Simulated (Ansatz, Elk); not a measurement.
# How far do independent atoms describe BiB3?, part 2 of 2

Structure refinements treat a crystal as free atoms side by side. For a made-up structure of BiB3 (cell and positions from a PBE relaxation) the runs below show what the calculated density changes in F(hkl).

Elk 11.2.3 (patched build); all-electron DFT.

So far: The starting structure; Ground state and structure factors; The highest occupied states alone.

The structure was built from a prototype and need not be the compound's stable phase.

## 4. Another functional

Level of this step: DFT, PBEsol, all-electron APW+lo, Dirac cores, scalar-relativistic bands, static density, no spin (Elk).

The difference from free atoms is small, so it is set against the change that PBEsol makes.

File elk.in:

```
tasks
  0
  195

xctype
  22

spinpol
  .false.

rgkmax
  7.0

gmaxvr
  14.0

lmaxo
  7

lmaxapw
  8

swidth
  0.002

tshift
  .false.

ramdisk
  .false.

hmaxvr
  5.5

maxscl
  120

epspot
  1e-06

sppath
  './'

avec
  -3.16080214952 3.16080214952 9.32308358094
  3.16080214952 -3.16080214952 9.32308358094
  3.16080214952 3.16080214952 -9.32308358094

atoms
  2
  'Bi.in'
  1
  -0.0000000000 0.0000000000 0.0000000000   0.000000 0.000000 0.000000
  'B.in'
  3
  0.2500000000 0.7500000000 0.5000000000   0.000000 0.000000 0.000000
  0.7500000000 0.2500000000 0.5000000000   0.000000 0.000000 0.000000
  0.5000000000 0.5000000000 -0.0000000000   0.000000 0.000000 0.000000

ngridk
  9 9 9
```

Run with:

```
> OMP_NUM_THREADS=4 elk
```

Numbers of over 12 decimals in the logs are rounded to 6 here.

The program printed:

```text
┌─────────────────────────┐
│ Elk code version 11.2.3 │
└─────────────────────────┘

All units are atomic (Hartree, Bohr, etc.)

┌─────────────────────────────────────────────────┐
│ Ground-state run starting from atomic densities │
└─────────────────────────────────────────────────┘

Lattice vectors :
  -3.160802150       3.160802150       9.323083581
   3.160802150      -3.160802150       9.323083581
   3.160802150       3.160802150      -9.323083581

Reciprocal lattice vectors :
  0.1236792069E-16  0.9939225883      0.3369692684
[...]
species : 2 (B)
[...]
atom 2                    :    3.374006405     (  0.1077949131E-03)
   atom 3                    :    3.625405132     (  0.1133126526E-03)
 total in muffin-tins        :    91.58983729
 total calculated charge     :    97.99800039
 total charge                :    98.00000000
 error                       :   0.1999606629E-02

┌──────────────────────────────┐
│ Self-consistent loop stopped │
└──────────────────────────────┘

Warning : core states of species 1 leak from the muffin-tin :   0.1208106244E-02

Warning : core states of species 2 leak from the muffin-tin :   0.1133126526E-03

Wrote STATE.OUT
[key lines of the parts left out:]
total energy                :     -21649.703162106
```

Wall time 26 s (4 threads of Arm Neoverse V2, shared host); peak memory 0.16 GiB.

Against the first run R = 0.01 %; the largest change is -0.052 at 004.

## 5. A coarser k-mesh

About half the k-points along each axis test the sampling.

elk.in, as its differences from that of step 4:

```diff
@@ -5,3 +5,3 @@
 xctype
-  22
+  20
 
@@ -60,2 +60,2 @@
 ngridk
-  9 9 9
+  4 4 4
```

Run with:

```
> OMP_NUM_THREADS=4 elk
```

The program printed:

```text
┌─────────────────────────┐
│ Elk code version 11.2.3 │
└─────────────────────────┘

All units are atomic (Hartree, Bohr, etc.)

┌─────────────────────────────────────────────────┐
│ Ground-state run starting from atomic densities │
└─────────────────────────────────────────────────┘

Lattice vectors :
  -3.160802150       3.160802150       9.323083581
   3.160802150      -3.160802150       9.323083581
   3.160802150       3.160802150      -9.323083581

Reciprocal lattice vectors :
  0.1236792069E-16  0.9939225883      0.3369692684
[...]
species : 2 (B)
[...]
atom 2                    :    3.382451709     (  0.1040721530E-03)
   atom 3                    :    3.649543249     (  0.1096872992E-03)
 total in muffin-tins        :    91.61805167
 total calculated charge     :    97.99801035
 total charge                :    98.00000000
 error                       :   0.1989654935E-02

┌──────────────────────────────┐
│ Self-consistent loop stopped │
└──────────────────────────────┘

Warning : core states of species 1 leak from the muffin-tin :   0.1198553835E-02

Warning : core states of species 2 leak from the muffin-tin :   0.1096872992E-03

Wrote STATE.OUT
[key lines of the parts left out:]
total energy                :     -21655.781000631
```

The job ended after 13 s (4 threads; peak memory 0.17 GiB).

Against the first run R = 0.00 %; the largest change is +0.037 at 110.

## 6. Basis size

The basis and the expansions that go with it are enlarged, to see whether the differences are converged.

elk.in, as its differences from that of step 5:

```diff
@@ -11,12 +11,12 @@
 rgkmax
-  7.0
+  8.5
 
 gmaxvr
-  14.0
+  18.0
 
 lmaxo
-  7
+  9
 
 lmaxapw
-  8
+  10
 
@@ -60,2 +60,2 @@
 ngridk
-  4 4 4
+  9 9 9
```

Run with:

```
> OMP_NUM_THREADS=4 elk
```

The program printed:

```text
┌─────────────────────────┐
│ Elk code version 11.2.3 │
└─────────────────────────┘

All units are atomic (Hartree, Bohr, etc.)

┌─────────────────────────────────────────────────┐
│ Ground-state run starting from atomic densities │
└─────────────────────────────────────────────────┘

Lattice vectors :
  -3.160802150       3.160802150       9.323083581
   3.160802150      -3.160802150       9.323083581
   3.160802150       3.160802150      -9.323083581

Reciprocal lattice vectors :
  0.1236792069E-16  0.9939225883      0.3369692684
[...]
species : 2 (B)
[...]
atom 2                    :    3.388505047     (  0.1042361935E-03)
   atom 3                    :    3.643311139     (  0.1094889045E-03)
 total in muffin-tins        :    91.61827236
 total calculated charge     :    97.99836888
 total charge                :    98.00000000
 error                       :   0.1631121281E-02

┌──────────────────────────────┐
│ Self-consistent loop stopped │
└──────────────────────────────┘

Warning : core states of species 1 leak from the muffin-tin :   0.1197091385E-02

Warning : core states of species 2 leak from the muffin-tin :   0.1094889045E-03

Wrote STATE.OUT
[key lines of the parts left out:]
total energy                :     -21655.778689308
```

Wall time 68 s (4 threads); peak memory 0.3 GiB.

Against the first run R = 0.00 %; the largest change is -0.004 at 404.

## 7. Settings against the effect

| run | R against the first run (%) | R against neutral atoms, low angle (%) | wall time |
| --- | --- | --- | --- |
| PBE, rgkmax 7 | 0.00 | 0.21 | 26 s |
| PBEsol | 0.01 | 0.21 | 26 s |
| k-mesh 4×4×4 | 0.00 | 0.21 | 13 s |
| rgkmax 8.5 with larger expansions | 0.00 | 0.21 | 68 s |

## 8. What came out

```
R against neutral atoms, sin θ/λ < 0.3 Å⁻¹ : 0.21 %
R against neutral atoms, 0.3 to 0.83 Å⁻¹   : 0.07 %
```

Independent neutral atoms miss the calculated amplitudes by R = 0.21 % below 0.3 Å⁻¹ and 0.07 % from there to 0.83 Å⁻¹; by shells, 0.17 % below 0.15 Å⁻¹ (1 form), 0.21 % 0.15 to 0.3 (8 forms), 0.09 % 0.3 to 0.45 (12 forms), 0.07 % above 0.45 (80 forms). Bonding, aspherical density and the tables' own atoms all enter these figures, and the runs don't part them. The largest change of an amplitude is +0.39 electrons, at 004. The window's part falls from 12.6 electrons at the origin to at most 0.11 between 0.45 and 0.83 Å⁻¹. Below 0.3 Å⁻¹ the changes that finished (PBEsol, k-mesh 4×4×4 and rgkmax 8.5 with larger expansions) move F by R = 0.02 % at most, against the 0.21 % that separates it from free atoms. Spin-orbit coupling is left out, which can matter for elements this heavy. Part of the difference isn't bonding: the tables are fits to free atoms and ions calculated by other methods than this functional. Thermal motion, anomalous dispersion and extinction are left out.

[Logs are printed without paths, hosts, clocks, repeated set-up lines and the standing remarks that a program may print on its own settings, such as how far it seeks lower states.]

[Hosts, paths, dates, database ids (printed as entryN), source tags and the programs' standing remarks are cut or masked in the printed files.]
